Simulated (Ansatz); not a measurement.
# Binding across the interface in Zr2CO2 MXene, 4 layers (80 atoms): runs compared

Aim: the interaction energy between the two parts of Zr2CO2 MXene, 4 layers (80 atoms) and its distance dependence.

Computed with Ansatz 0.2.0: Kohn-Sham DFT, PBE+D4, PAW (set soft_2), plane waves.

### Step 1. The cell as built

The cell holds 80 atoms: 16 C, 32 Zr and 32 O. Its edges and angles: a = 6.752 Å, b = 6.752 Å, c = 40.780 Å, α = 90.0°, β = 90.0°, γ = 120.0°. It derives from Zr2CO2 (Zr2CO2 MXene). 4 layers of Zr2CO2 MXene (a = 3.31 Å), 2 x 2 cells, biaxial strain +2 %, every second layer slid by 0.333 of a1 + 2 a2; facing planes 2.84, 2.72, 2.82 Å apart; 14 Å of vacuum. Regions: layer 1, 20 atoms (4 C, 8 Zr and 8 O); layer 2, 20 atoms (4 C, 8 Zr and 8 O); layer 3, 20 atoms (4 C, 8 Zr and 8 O); layer 4, 20 atoms (4 C, 8 Zr and 8 O). Vacuum lies along c.

What the set-up can't give: The cell is under 6 Å thick along two periodic directions, so every atom has periodic images of itself close by, which move with it and show among its neighbours and in g(r).

### Step 2. The reference run

The reference is a single point at the end of the relaxation.

The parts (lower: layer 1, layer 2 and layer 3 and upper: layer 4) keep their atoms where they stand in it, and shifted cells move the upper part rigidly.

Its input, with most atom lines left out:

```yaml
crystal:
  lattice:
    - [6.7524, 0.0, 0.0]
    - [-3.3762, 5.84775, 0.0]
    - [0.0, 0.0, 40.78]
  atoms:
    - { symbol: C, position: [0.00109, 0.00096, 0.2198] }
    - { symbol: Zr, position: [0.16767, 0.33415, 0.25368] }
    - { symbol: Zr, position: [0.33431, 0.16762, 0.18589] }
    - { symbol: O, position: [0.33442, 0.1675, 0.27515] }
    - { symbol: O, position: [0.16772, 0.33421, 0.16436] }
    - { symbol: C, position: [0.00111, 0.50089, 0.2198] }
    - { symbol: Zr, position: [0.16765, 0.83412, 0.25368] }
    [... atom lines 8 to 80 left out ...]
kpoints:
  mp_grid: { grid: [3, 3, 1] }
hamiltonian:
  xc: pbe
  dispersion: d4
scf:
  occupations: { method: fixed }
output:
  forces: true
  populations: intrinsic
  dos:
    method: { smearing: { sigma: 0.08 } }
    de: 0.1
    projected:
      site_lists:
        C: [C]
        O: [O]
        Zr: [Zr]
        layer_1: [0, 1, 2, 3, 4, 5, 6, 7, 8, 9, 10, 11, 12, 13, 14, 15, 16, 17, 18, 19]
        layer_2: [20, 21, 22, 23, 24, 25, 26, 27, 28, 29, 30, 31, 32, 33, 34, 35, 36, 37, 38, 39]
        layer_3: [40, 41, 42, 43, 44, 45, 46, 47, 48, 49, 50, 51, 52, 53, 54, 55, 56, 57, 58, 59]
        layer_4: [60, 61, 62, 63, 64, 65, 66, 67, 68, 69, 70, 71, 72, 73, 74, 75, 76, 77, 78, 79]
  eigenvalues: true
  write_density: true
  write_potential: true
  volumetric_format: npy
  elf: true
```

| Item | Value |
| --- | --- |
| free energy per atom | -1952.0777 eV/atom |
| r.m.s. force component | 0.00544 eV/Å |

Filled and empty levels are parted by 1.09 eV on the run's k-points; the mesh holds the band edges only if they fold onto it, so the gap at this level can be narrower or closed, while semilocal functionals tend to narrow gaps against experiment.

### Step 3. The runs

Each row is one run, on 4 threads of Arm Neoverse V1, shared host. The free energy is the program's total, comparable only between runs with the same functional, potentials and atoms, or as a whole against its parts.

```tsv
run	atoms	outcome	ionic steps, all passes	free energy (eV)	time	host memory (GiB)
Single point at the start	80	converged	-	-156165.207	3.4 min	9.7
Relaxation	80	converged	6	-156166.219	15 min	9.7
Single point at the relaxed geometry	80	converged	-	-156166.219	5.8 min	10
The lower part alone	60	converged	-	-117124.604	2.9 min	8.3
The upper part alone	20	converged	-	-39041.228	37 s	3.3
Upper part moved by +0.3 Å	80	converged	-	-156166.193	3.2 min	10
Upper part moved by -0.3 Å	80	converged	-	-156166.158	3.2 min	10
Upper part moved by +0.8 Å	80	converged	-	-156166.107	3.5 min	10
```

In some runs the program notes that the exchange-correlation potential is rough where the density is thin.

### Step 4. Interaction energy

Whole cell less its two parts, each frozen at the geometry of the whole and solved in the same cell with the same functional, so that energy zeros cancel. The upper part is 'layer 4' and the lower part 'layer 1, layer 2 and layer 3'. The nearest atoms of the two parts stand 3.27 Å apart. The face is 39.49 Å².

```tsv
functional	interaction energy (eV)	of it, the added dispersion term (eV)	per area (meV/Å²)	per area (J/m²)	per atom of the upper part (meV)
PBE+D4	-0.386	-0.481	-9.8	-0.16	-19.3
```

### Step 5. Energy against separation

The upper part is moved rigidly along the normal from its place in the reference.

```tsv
shift (Å)	energy change (eV)	per area (meV/Å²)	share of the binding lost (%)	gap (eV)
-0.3	0.061	1.54	-	1.09
+0.0	0.000	0.00	-	1.09
+0.3	0.026	0.66	7	1.10
+0.8	0.112	2.83	29	1.10
```

### Step 6. Levels of whole and parts

```tsv
cell	gap (eV)	vacuum level at the upper face, over the highest filled level, or over E_F where no gap is given (eV)	moment (μB)
whole	1.09	5.18	no spin
lower part	1.10	5.17	no spin
upper part	1.12	5.18	no spin
```

### Step 7. Outcome

The parts bind with 9.8 meV/Å² (0.386 eV for the cell) at the level PBE+D4. The added dispersion term contributes -0.481 eV, the functional itself 0.095 eV. The curvature over ±0.3 Å is 0.39×10²⁰ N/m³, and the energy rises faster on the near side. At +0.8 Å, 29 % of the binding is lost; the shift also narrows the vacuum to the periodic image. On the run's k-points the gap of the whole, 1.09 eV, lies 0.0026 eV under the smaller of the parts'.

Caveats: The parts are frozen, so the energy of their deformation isn't counted. No correction is made for dipoles across the vacuum, and the parts also feel their periodic images through it.

The DFT runs together took 37 min of wall time.

[Logs are printed without paths, hosts, clocks, repeated set-up lines and the standing remarks that a program may print on its own settings, such as how far it seeks lower states.]

[Hosts, paths, dates, database ids (printed as entryN), source tags and the programs' standing remarks are cut or masked in the printed files.]
